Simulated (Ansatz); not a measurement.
# CaV2Cd2: relaxing a made-up structure

This structure for CaV2Cd2 is made up. Its elements were placed in a known structure type with a cell scaled to their sizes. What cell does the guess relax to, and how far off was it?

Program: Ansatz 0.2.0. Level of theory: DFT, PBE, plane-wave PAW, files of the set soft_1, scalar-relativistic, ferromagnetic start, cell and ions relaxed at zero pressure; PAW set soft_1, in the first sound run; inputs show where later runs differ. Results are calculated unless marked as measured.

In doubt: warnings of the run leave room for a lower electronic state, so energies may not be the lowest and differences between runs may mislead.

## Step 1: Set-up

It takes space group P-3m1 (No. 164, trigonal). The conventional cell has a = 4.288 Å, b = 4.288 Å, c = 6.910 Å, α = 90.00°, β = 90.00°, γ = 120.00°. Cd has 4 V at 2.64 to 2.72 Å nearest. Nearest to V lie 4 Cd at 2.64 to 2.72 Å and 3 Ca at 2.97 Å. Ca has 6 V at 2.97 Å nearest. Farther neighbours are not listed.

## Step 2: Relaxation of the guess

The guessed cell has no reason to be at equilibrium. It is relaxed with the atoms, within the space group of the guess.

input.yaml

```yaml
crystal:
  lattice:
    - [4.288, 0.0, 0.0]
    - [-2.144, 3.713516931, 0.0]
    - [0.0, 0.0, 6.91]
  atoms:
    - { symbol: Cd, position: [0.666666667, 0.333333333, 0.3693] }
    - { symbol: Cd, position: [0.333333333, 0.666666667, 0.6307] }
    - { symbol: V, position: [0.666666667, 0.333333333, 0.763], spin: 2.0 }
    - { symbol: V, position: [0.333333333, 0.666666667, 0.237], spin: 2.0 }
    - { symbol: Ca, position: [0.0, 0.0, 0.0] }
magnetization:
  spin_polarized: true
kpoints:
  mp_grid: { grid: [7, 7, 4] }
scf:
  occupations: { method: fermi_dirac, width: 0.05 }
hamiltonian:
  xc: pbe
  pseudopotentials: { kind: paw, azcp: { folder: soft_1 } }
relax:
  f_tol: 0.015
  max_steps: 70
  cell: {}
output:
  forces: true
  stress: true
```

The run is started by

```console
$ ansatz run input.yaml --threads 4 --pin off --max-ram 8192MiB --backend cpu --events-out ev --progress --plain --runs-dir out
```

Numbers of over 12 decimals in the logs are rounded to 6 here.

The log of the run:

```text
Engine: ansatz 0.2.0, aarch64-unknown-linux-gnu
Pseudopotentials: kind: paw
Pseudopotential: Cd, paw, valence charge 20, recommended cutoff 420 eV (normal), soft_1/Cd.paw.azcp
Pseudopotential: V, paw, valence charge 13, recommended cutoff 420 eV (normal), soft_1/V.paw.azcp
Pseudopotential: Ca, paw, valence charge 10, recommended cutoff 420 eV (normal), soft_1/Ca.paw.azcp
Functional definition: PBE
  parameter kappa = 0.804
  parameter beta = 0.066725
  exchange = pbe_x(kappa = kappa, mu = beta*pi^2/3)
  correlation = pbe_c(beta = beta)
Crystal: 5 atoms, lattice volume = 110.032 Å³
Basis set: ecut = 420 eV, 2165 PW (Γ), exchange–correlation on 60×60×96 points (8 copies of the dense FFT grid, shifted against one another)
Bands: 48, of which v1, the nominal top of the filled ones, is band 38 counted from 1 (37 counted from 0)
Symmetry: 12 space group operations
Space group: P-3m1 (ITA 164), of the structure as read, at distance tolerance 4.8e-5 Å
Magnetic group: BNS 164.85 (UNI 1315), of the structure as read, at distance tolerance 4.8e-5 Å
k-points: 28 of 196
Non-local potential: Cd, projectors of the file, l = 0: 3, l = 1: 2, l = 2: 2, l = 3: 1
Non-local potential: V, projectors of the file, l = 0: 3, l = 1: 2, l = 2: 3, l = 3: 1
Non-local potential: Ca, projectors of the file, l = 0: 3, l = 1: 2, l = 2: 2
PAW form: soft (Blöchl's): semilocal exchange-correlation on the pseudo side does not see the compensation charge
PAW one-centre angular grid: Cd, 590 points (default); XC on 64 Gauss nodes
PAW one-centre angular grid: V, 590 points (default); XC on 64 Gauss nodes
PAW one-centre angular grid: Ca, 110 points (default); XC on 64 Gauss nodes
Initial density: superposition of atomic densities (chi_scale 0.1, normalization cell, long waves kept (reshape's long-wave potential 0.04 eV rms))
Starting moments: Σ|m| = 4 μB on 2 of 5 sites
Initial wavefunctions: pseudopotential atomic-orbital guess
Functional: x = pbe(κ = 0.804, μ = 0.219515), c = pbe(β = 0.066725)
SCF iter   1: F=—  HF=-24148.364386 eV  |F-HF|=—  |Δ(HF+E_count)|=         —  Δρ=4.32e-2 (↑4.32e-2 ↓3.93e-2)  dr2=2.69e1  dr2_m=6.58e-2  M=4.353 μB ∫|m|=4.378 μB  β_m=0.30  ethr=3.10e-3  ⟨swp⟩=7.5  Hψ=10359  notcnv=0
Mixer restart at iter 1: flushing history
preconditioner: auto → Kerker (q_TF=auto, 2.565 Å⁻¹)  [metal: Δε(μ)=0.012 eV  Ē_g=5.548 eV  σ=0.050 eV  W_gap=0.06  n_scr=34 (ndim 8)  ℏωp=21.2 eV  f_vac=0.003  D(μ)=9.26/eV (n_scr^D=110)]
spin=Collinear: Kerker preconditioning applied to the charge; magnetization (m = ρ↑ − ρ↓) channel mixes plain (no charge-response kernel on spin).
SCF iter   2: F=—  HF=-24145.789164 eV  |F-HF|=—  |Δ(HF+E_count)|=    2.58e0  Δρ=2.47e-2 (↑2.47e-2 ↓1.99e-2)  dr2=1.01e1  dr2_m=5.86e-2  M=4.666 μB ∫|m|=4.702 μB  β_m=0.45  ethr=3.10e-3  ⟨swp⟩=2.6  Hψ=4685  notcnv=0  defer=81
SCF iter   3: F=—  HF=-24145.213911 eV  |F-HF|=—  |Δ(HF+E_count)|=   5.75e-1  Δρ=1.46e-2 (↑1.46e-2 ↓7.93e-3)  dr2=1.97e0  dr2_m=5.33e-2  M=5.096 μB ∫|m|=5.170 μB  β_m=0.62  ethr=3.10e-3  ⟨swp⟩=3.0  Hψ=4702  notcnv=0  defer=74
SCF iter   4: F=—  HF=-24145.246536 eV  |F-HF|=—  |Δ(HF+E_count)|=   3.26e-2  Δρ=1.11e-2 (↑1.11e-2 ↓6.92e-3)  dr2=1.22e-1  dr2_m=6.89e-2  M=5.946 μB ∫|m|=6.045 μB  β_m=0.81  ethr=2.59e-3  ⟨swp⟩=2.8  Hψ=4185  notcnv=0  defer=71
SCF iter   5: F=—  HF=-24145.480021 eV  |F-HF|=—  |Δ(HF+E_count)|=         —  Δρ=1.15e-2 (↑1.15e-2 ↓9.66e-3)  dr2=4.78e-2  dr2_m=1.06e-1  M=7.094 μB ∫|m|=7.175 μB  β_m=0.81  ethr=1.61e-4  ⟨swp⟩=2.6  Hψ=4304  notcnv=0  defer=80
Mixer restart at iter 5: flushing history
SCF iter   6: F=—  HF=-24145.462373 eV  |F-HF|=—  |Δ(HF+E_count)|=   1.76e-2  Δρ=2.62e-3 (↑2.34e-3 ↓2.62e-3)  dr2=7.06e-3  dr2_m=3.88e-3  M=7.173 μB ∫|m|=7.258 μB  β_m=0.89  ethr=6.30e-5  ⟨swp⟩=2.1  Hψ=4182  notcnv=0  defer=80
SCF iter   7: F=—  HF=-24145.467740 eV  |F-HF|=—  |Δ(HF+E_count)|=   5.37e-3  Δρ=1.61e-3 (↑1.61e-3 ↓7.77e-4)  dr2=3.55e-3  dr2_m=9.15e-4  M=7.243 μB ∫|m|=7.330 μB  β_m=0.82  ethr=9.29e-6  ⟨swp⟩=2.0  Hψ=5136  notcnv=0  defer=80
SCF iter   8: F=—  HF=-24145.467088 eV  |F-HF|=—  |Δ(HF+E_count)|=   6.52e-4  Δρ=8.18e-4 (↑8.18e-4 ↓2.88e-4)  dr2=9.98e-4  dr2_m=1.93e-4  M=7.239 μB ∫|m|=7.327 μB  β_m=0.91  ethr=4.68e-6  ⟨swp⟩=2.0  Hψ=4662  notcnv=0  defer=80
SCF iter   9: F=—  HF=-24145.467364 eV  |F-HF|=—  |Δ(HF+E_count)|=   2.76e-4  Δρ=2.99e-4 (↑2.99e-4 ↓2.65e-4)  dr2=3.57e-4  dr2_m=8.86e-6  M=7.250 μB ∫|m|=7.339 μB  β_m=0.80  ethr=1.31e-6  ⟨swp⟩=2.0  Hψ=4239  notcnv=0  defer=80
SCF iter  10: F=—  HF=-24145.467318 eV  |F-HF|=—  |Δ(HF+E_count)|=   4.63e-5  Δρ=1.24e-4 (↑1.24e-4 ↓6.57e-5)  dr2=6.29e-5  dr2_m=3.72e-6  M=7.251 μB ∫|m|=7.341 μB  β_m=0.90  ethr=4.69e-7  ⟨swp⟩=2.0  Hψ=4493  notcnv=0  defer=80
SCF iter  11: F=—  HF=-24145.467328 eV  |F-HF|=—  |Δ(HF+E_count)|=   1.00e-5  Δρ=7.17e-5 (↑7.17e-5 ↓2.37e-5)  dr2=1.55e-5  dr2_m=8.81e-7  M=7.250 μB ∫|m|=7.340 μB  β_m=0.95  ethr=8.27e-8  ⟨swp⟩=2.0  Hψ=3124  notcnv=0  defer=80
SCF iter  12: F=—  HF=-24145.467327 eV  |F-HF|=—  |Δ(HF+E_count)|=   6.90e-7  Δρ=4.24e-5 (↑4.24e-5 ↓1.00e-5)  dr2=2.20e-6  dr2_m=5.18e-7  M=7.248 μB ∫|m|=7.338 μB  β_m=0.97  ethr=2.05e-8  ⟨swp⟩=2.0  Hψ=3169  notcnv=0  defer=80
SCF iter  13: F=—  HF=-24145.467328 eV  |F-HF|=—  |Δ(HF+E_count)|=   6.01e-7  Δρ=2.03e-5 (↑2.03e-5 ↓4.79e-6)  dr2=6.09e-7  dr2_m=1.09e-7  M=7.248 μB ∫|m|=7.338 μB  β_m=0.99  ethr=2.89e-9  ⟨swp⟩=2.0  Hψ=3059  notcnv=0  defer=80
SCF iter  14: F=—  HF=-24145.467328 eV  |F-HF|=—  |Δ(HF+E_count)|=   2.28e-8  Δρ=1.70e-6 (↑1.53e-6 ↓1.70e-6)  dr2=1.13e-8  dr2_m=3.85e-10  M=7.248 μB ∫|m|=7.338 μB  β_m=0.93  ethr=8.01e-10  ⟨swp⟩=2.0  Hψ=3120  notcnv=0  defer=80
SCF iter  15: F=-24145.467328 eV  HF=-24145.467328 eV  |F-HF|=8.96e-9  |Δ(HF+E_count)|=   3.01e-9  Δρ=2.86e-6 (↑2.86e-6 ↓6.21e-7)  dr2=1.23e-8  dr2_m=2.11e-9  M=7.248 μB ∫|m|=7.338 μB  ethr=1.49e-11  ⟨swp⟩=1.0  Hψ=7167  notcnv=0
SCF 1 converged in 15 iterations: F = -24145.467328 eV  dr2 = 1.23e-8
  greatest PAW one-centre occupation: 1.000 electrons in one spin orbital (limit 2), on the Cd atom at site 1 (counted from 0), in its partial waves of l = 0
relax step   1: F+E_penalty+E_count = -24145.46732768 eV  Δ(F+E_penalty+E_count) = +0.000e0 eV  max|allowed force component| = 9.396e-1 eV/Å  Δτ_max = 0.0000 Å  P = +9.958 GPa  Ω = 110.032 Å³  (15 SCF iters, dr2 threshold 1.00e-7 eV, accepted)
Crystal: 5 atoms, lattice volume = 123.196 Å³
Basis set: ecut = 420 eV, 2417 PW (Γ), exchange–correlation on 60×60×96 points (8 copies of the dense FFT grid, shifted against one another)
Initial density: handed on by an earlier stage of this run
[...]
relax step  10: F+E_penalty+E_count = -24147.18283417 eV  Δ(F+E_penalty+E_count) = -1.353e-3 eV  max|allowed force component| = 5.661e-3 eV/Å  Δτ_max = 0.0370 Å  P = +0.012 GPa  Ω = 118.877 Å³  energy of the carried Pulay correction = -2.112e-3 eV  (8 SCF iters, dr2 threshold 1.61e-7 eV, accepted)
relax step  11: F+E_penalty+E_count = -24147.22870915 eV  Δ(F+E_penalty+E_count) = -4.587e-2 eV  max|allowed force component| = 5.797e-3 eV/Å  Δτ_max = 0.0000 Å  P = +0.710 GPa  Ω = 118.877 Å³  stress off target by 1.04e0 GPa  SCF on the basis re-selected at this cell (its energy is not comparable with the rows above)  (12 SCF iters)
relax step  12: F+E_penalty+E_count = -24147.23638856 eV  Δ(F+E_penalty+E_count) = -7.679e-3 eV  max|allowed force component| = 1.005e-2 eV/Å  Δτ_max = 0.0140 Å  P = +0.228 GPa  Ω = 120.613 Å³  energy of the carried Pulay correction = -3.737e-4 eV  (9 SCF iters, dr2 threshold 5.00e-7 eV, accepted)
relax step  13: F+E_penalty+E_count = -24147.23737345 eV  Δ(F+E_penalty+E_count) = -9.849e-4 eV  max|allowed force component| = 5.015e-3 eV/Å  Δτ_max = 0.0223 Å  P = +0.009 GPa  Ω = 121.561 Å³  energy of the carried Pulay correction = -5.944e-4 eV  (9 SCF iters, dr2 threshold 2.73e-7 eV, accepted)
iter 1 solved again at ethr=3.13e-7 eV; its pass at ethr=3.10e-3 eV (dr2=2.38e-4 eV) is discarded
SCF iter   1: F=—  HF=-24147.236122 eV  |F-HF|=—  |Δ(HF+E_count)|=         —  Δρ=2.27e-4 (↑2.27e-4 ↓1.26e-4)  dr2=3.57e-6  dr2_m=3.04e-6  M=6.748 μB ∫|m|=6.876 μB  β_m=0.65  ethr=3.13e-7  ⟨swp⟩=3.0  Hψ=16473  notcnv=0
preconditioner: auto → Kerker (q_TF=auto, 2.223 Å⁻¹)  [metal: Δε(μ)=0.008 eV  Ē_g=9.781 eV  σ=0.050 eV  W_gap=0.04  n_scr=20 (ndim 8)  ℏωp=21.8 eV  f_vac=0.040  D(μ)=6.82/eV (n_scr^D=70)]
spin=Collinear: Kerker preconditioning applied to the charge; magnetization (m = ρ↑ − ρ↓) channel mixes plain (no charge-response kernel on spin).
SCF iter   2: F=—  HF=-24147.237706 eV  |F-HF|=—  |Δ(HF+E_count)|=   1.58e-3  Δρ=8.08e-5 (↑8.08e-5 ↓4.56e-5)  dr2=4.63e-7  dr2_m=3.76e-7  M=6.749 μB ∫|m|=6.876 μB  β_m=0.64  ethr=4.70e-9  ⟨swp⟩=2.1  Hψ=3690  notcnv=0
SCF iter   3: F=—  HF=-24147.237937 eV  |F-HF|=—  |Δ(HF+E_count)|=   2.31e-4  Δρ=5.75e-6 (↑5.75e-6 ↓3.53e-6)  dr2=2.90e-8  dr2_m=3.79e-9  M=6.749 μB ∫|m|=6.876 μB  β_m=0.64  ethr=6.09e-10  ⟨swp⟩=2.4  Hψ=4034  notcnv=0
SCF iter   4: F=—  HF=-24147.237938 eV  |F-HF|=—  |Δ(HF+E_count)|=   8.76e-7  Δρ=2.01e-6 (↑2.01e-6 ↓1.09e-6)  dr2=1.49e-8  dr2_m=1.12e-9  M=6.749 μB ∫|m|=6.876 μB  β_m=0.82  ethr=3.82e-11  ⟨swp⟩=2.5  Hψ=4362  notcnv=0
SCF iter   5: F=—  HF=-24147.237938 eV  |F-HF|=—  |Δ(HF+E_count)|=   4.53e-8  Δρ=1.45e-6 (↑1.45e-6 ↓5.79e-7)  dr2=9.30e-9  dr2_m=5.20e-10  M=6.749 μB ∫|m|=6.876 μB  β_m=0.91  ethr=1.96e-11  ⟨swp⟩=2.0  Hψ=3132  notcnv=0
SCF iter   6: F=—  HF=-24147.237938 eV  |F-HF|=—  |Δ(HF+E_count)|=   6.20e-9  Δρ=1.56e-6 (↑1.56e-6 ↓3.70e-7)  dr2=2.95e-9  dr2_m=6.67e-10  M=6.749 μB ∫|m|=6.876 μB  β_m=0.77  ethr=1.22e-11  ⟨swp⟩=2.0  Hψ=4611  notcnv=0
SCF iter   7: F=—  HF=-24147.237936 eV  |F-HF|=—  |Δ(HF+E_count)|=   2.45e-6  Δρ=6.09e-7 (↑6.09e-7 ↓2.42e-7)  dr2=6.74e-10  dr2_m=1.05e-10  M=6.749 μB ∫|m|=6.876 μB  β_m=0.89  ethr=3.88e-12  ⟨swp⟩=2.0  Hψ=4386  notcnv=0
SCF iter   8: F=—  HF=-24147.237936 eV  |F-HF|=—  |Δ(HF+E_count)|=   2.09e-9  Δρ=3.34e-7 (↑3.34e-7 ↓1.14e-7)  dr2=2.08e-10  dr2_m=3.74e-11  M=6.749 μB ∫|m|=6.876 μB  β_m=0.94  ethr=1.00e-12  ⟨swp⟩=2.0  Hψ=4175  notcnv=0
SCF iter   9: F=—  HF=-24147.237936 eV  |F-HF|=—  |Δ(HF+E_count)|=  3.53e-10  Δρ=1.44e-7 (↑1.44e-7 ↓6.59e-8)  dr2=4.31e-11  dr2_m=8.29e-12  M=6.749 μB ∫|m|=6.876 μB  β_m=0.97  ethr=1.00e-12  ⟨swp⟩=2.0  Hψ=3119  notcnv=0
SCF iter  10: F=-24147.237936 eV  HF=-24147.237936 eV  |F-HF|=3.64e-12  |Δ(HF+E_count)|=  1.13e-10  Δρ=4.89e-8 (↑4.89e-8 ↓1.76e-8)  dr2=3.63e-12  dr2_m=8.59e-13  M=6.749 μB ∫|m|=6.876 μB  ethr=1.00e-12  ⟨swp⟩=2.2  Hψ=7855  notcnv=0
SCF 14 converged in 10 iterations: F = -24147.237936 eV  dr2 = 3.63e-12
relax step  14: F+E_penalty+E_count = -24147.23793555 eV  Δ(F+E_penalty+E_count) = -5.621e-4 eV  max|allowed force component| = 5.007e-3 eV/Å  Δτ_max = 0.0000 Å  P = +0.004 GPa  Ω = 121.561 Å³  stress off target by 7.46e-3 GPa  SCF on the basis re-selected at this cell (its energy is not comparable with the rows above)  (10 SCF iters)
basis re-selected at this cell: Δ(F+E_penalty+E_count) = -5.621e-4 eV, ΔP = -0.005 GPa vs the last step (what re-selecting the basis moved, of the pressure what is left beyond the Pulay correction that the steps carried, after the strain that the cell walked since its last selection, with what the two solves' SCF thresholds leave and, on support functions, any second-order correction that the steps lacked; it is no m [...]
WARN: an SCF from antiferromagnetic starting moments (0.00, 0.00, -2.73, 2.73, 0.00 Bohr magnetons, atom by atom) was not made, by what the run has read of turns of its moments that order reads lower: the deck asks for what bars it, or types moments that do (magnetization.spin_polarized, in the input reference, names some of the keys), or the run goes by scf.lower_state_search: light, the default, which as a rule tries one only behind a close that has lost an order of both signs, or on which an open d or half-filled 4f shell of a PAW file has lost a moment that was set nearer to Hund's than to what is left; [rest of the remark cut]
SCF converged after 10 iterations
Magnetization: 6.7486 μB (41.3743 up, 34.6257 down)
Absolute magnetization: 6.8791 μB (∫|ρ↑−ρ↓|, with the PAW one-centre terms)
Spin contamination: 0.1476 ħ² per cell (⟨S²⟩ above its minimum at these occupations)
Per-site moments (μB) at R_I (Å): [(0.026452, 1.141682), (0.026452, 1.141682), (2.638519, 1.141682), (2.638519, 1.141682), (0.187946, 1.251729)]
Free energy (F): -24147.237936 eV
Harris-Foulkes:  -24147.237936 eV  (|F-HF|=3.64e-12)
Internal energy: -24147.181376 eV  (E = F + TS)
E sigma→0 (E₀):  -24147.209656 eV
Entropy (-TS):   -0.056559 eV (-11.312 meV/atom)
Fermi energy:    10.097651 eV
--- Per-component energies (eV) ---
  E_band       = -1515.405390
  E_kinetic    = 1725.030785
  E_local      = -10790.443192  (includes V_loc(G=0)·N_el)
  E_nonlocal   = 498.443341
  E_hartree    = 4750.760769
  E_xc         = -668.440737
  E_vxc        = -838.317049  (∫ρ·V_xc dr)
  E_paw        = -11315.729207  (= ΣΔE_a)
  E_vpaw       = -1611.643618  (= ΣTr[D̂ρ^β])
  E_aug_tail   = 0.002883  (compensation charges beyond the density's cutoff)
  E_ewald      = -8346.806020
  E_smearing   = -0.056559  (= −TS)
  E_closure    = 0.000000  (closes the sum)
  Σ components = -24147.237936   (vs F -24147.237936, Δ=0.00e0)
--- Forces (eV/Å), atoms counted from 1 ---
  atom   1  Cd     0.00000000     0.00000000     0.00500747
  atom   2  Cd     0.00000000    -0.00000000    -0.00500747
  atom   3  V      0.00000000     0.00000000    -0.00466548
  atom   4  V      0.00000000    -0.00000000     0.00466548
  atom   5  Ca    -0.00000000     0.00000000     0.00000000
  max |Σ_I F_I| component: 4.39e-17 eV/Å
--- Stress (GPa, compression-positive) ---
        0.007458      -0.000000       0.000000
       -0.000000       0.007458      -0.000000
        0.000000      -0.000000      -0.002766
  P = ⅓ Tr σ = 0.0041 GPa (0.041 kbar)
--- Relaxed structure (12 steps of the walk, 11 accepted, 2 SCFs on fresh bases) ---
  F+E_penalty+E_count = -24147.23793555 eV   max|allowed force component| = 5.007e-3 eV/Å   (the final SCF, on the basis selected at the relaxed cell)
  cell:  # Å, volume = 121.5605 Å³
    - [5.012952, 0, -1.0754163798025032e-17]
    - [-2.506476, 4.341344, 5.377081899012505e-18]
    - [-1.733005406917725e-17, 0, 5.585664]
  atoms:
    - { symbol: Cd, position: [0.666667, 0.333333, 0.341237] }
    - { symbol: Cd, position: [0.333333, 0.666667, 0.658763] }
    - { symbol: V, position: [0.666667, 0.333333, 0.836740] }
    - { symbol: V, position: [0.333333, 0.666667, 0.163260] }
    - { symbol: Ca, position: [0, 0, -1.0041814622152285e-19] }
```

It took 62 s on 4 threads of Arm Neoverse V2, shared host; peak memory 0.65 GiB; 3.9 min of CPU time.

Relaxation path:

| step | energy less that of the first step (eV) | largest force component (eV/Å) | pressure (GPa) | volume (Å³) |
| --- | --- | --- | --- | --- |
| 1 | 0.0000 | 0.9396 | 9.96 | 110.03 |
| 2 | -0.6276 | 0.3031 | 2.10 | 123.20 |
| 3 | -0.9467 | 0.3119 | -0.36 | 127.02 |
| 4 | -1.2373 | 0.3218 | -0.76 | 125.29 |
| 5 | -1.5211 | 0.3057 | -2.10 | 126.99 |
| 6 | -1.6938 | 0.0643 | -1.32 | 122.91 |
| 7 | -1.6873 | 0.2206 | 0.80 | 117.72 |
| 8 | -1.7115 | 0.0332 | 0.04 | 119.19 |
| 9 | -1.7142 | 0.0228 | 0.02 | 119.05 |
| 10 | -1.7155 | 0.0057 | 0.01 | 118.88 |
| 11* | -1.7614 | 0.0058 | 0.71 | 118.88 |
| 12 | -1.7691 | 0.0101 | 0.23 | 120.61 |
| 13 | -1.7700 | 0.0050 | 0.01 | 121.56 |
| 14* | -1.7706 | 0.0050 | 0.00 | 121.56 |

Relaxation steps marked * repeat the geometry before them on a plane-wave basis chosen anew for their cell, so energy and pressure can jump there. Relaxation step 7 was tried and not accepted.

Forces are held to the 12 operations that the run works with; a distortion that breaks them can't arise in this run.

```csv
cell as run,before,after,change
a (Å),4.288,5.013,+16.9 %
b (Å),4.288,5.013,+16.9 %
c (Å),6.910,5.586,-19.2 %
volume (Å³/atom),22.01,24.31,+10.5 %
```

The atoms that moved most (Å, as changes of fractional coordinates times the final cell):

| atom | dx | dy | dz | length |
| --- | --- | --- | --- | --- |
| V3 | 0.000 | 0.000 | 0.412 | 0.412 |
| V4 | 0.000 | 0.000 | -0.412 | 0.412 |
| Cd1 | 0.000 | 0.000 | -0.157 | 0.157 |
| Cd2 | 0.000 | 0.000 | 0.157 | 0.157 |

Final coordinates:

```xyz
5
Lattice="5.0130 0.0000 0.0000 -2.5065 4.3413 0.0000 0.0000 0.0000 5.5857" Properties=species:S:1:pos:R:3 pbc="T T T"
Cd    2.5065    1.4471    1.9060
Cd    0.0000    2.8942    3.6796
V     2.5065    1.4471    4.6737
V     0.0000    2.8942    0.9119
Ca    0.0000    0.0000    0.0000
```

Numbers from this step:

```
free energy             : -24147.2379 eV
energy at zero smearing : -24147.2097 eV
smearing term TS        : 0.05656 eV
Fermi energy            : 10.10 eV
magnetization           : 6.749 μB
absolute magnetization  : 6.879 μB
site moments            : 0.02645, 0.02645, 2.639, 2.639, 0.1879 μB
electrons               : 76
symmetry operations     : 12
pressure                : 0.004050 GPa
```

Site moment by atom:

| atom | site moment (μB) |
| --- | --- |
| Cd1 | 0.03 |
| Cd2 | 0.03 |
| V3 | 2.64 |
| V4 | 2.64 |
| Ca5 | 0.19 |

Shortest distances by pair of elements, guess and relaxed (not always the same contact):

| pair | guess (Å) | relaxed (Å) |
| --- | --- | --- |
| Cd–V | 2.639 | 2.768 |
| Ca–V | 2.968 | 3.034 |
| Cd–Cd | 3.065 | 3.394 |
| V–V | 4.106 | 3.421 |
| Ca–Cd | 3.555 | 3.465 |

The relaxation ends with a largest force component of 0.0050 eV/Å and a pressure of 0.00 GPa.

(Continued in part 2 of 2.)

[Logs are printed without paths, hosts, clocks, repeated set-up lines and the standing remarks that a program may print on its own settings, such as how far it seeks lower states.]

[Hosts, paths, dates, database ids (printed as entryN), source tags and the programs' standing remarks are cut or masked in the printed files.]
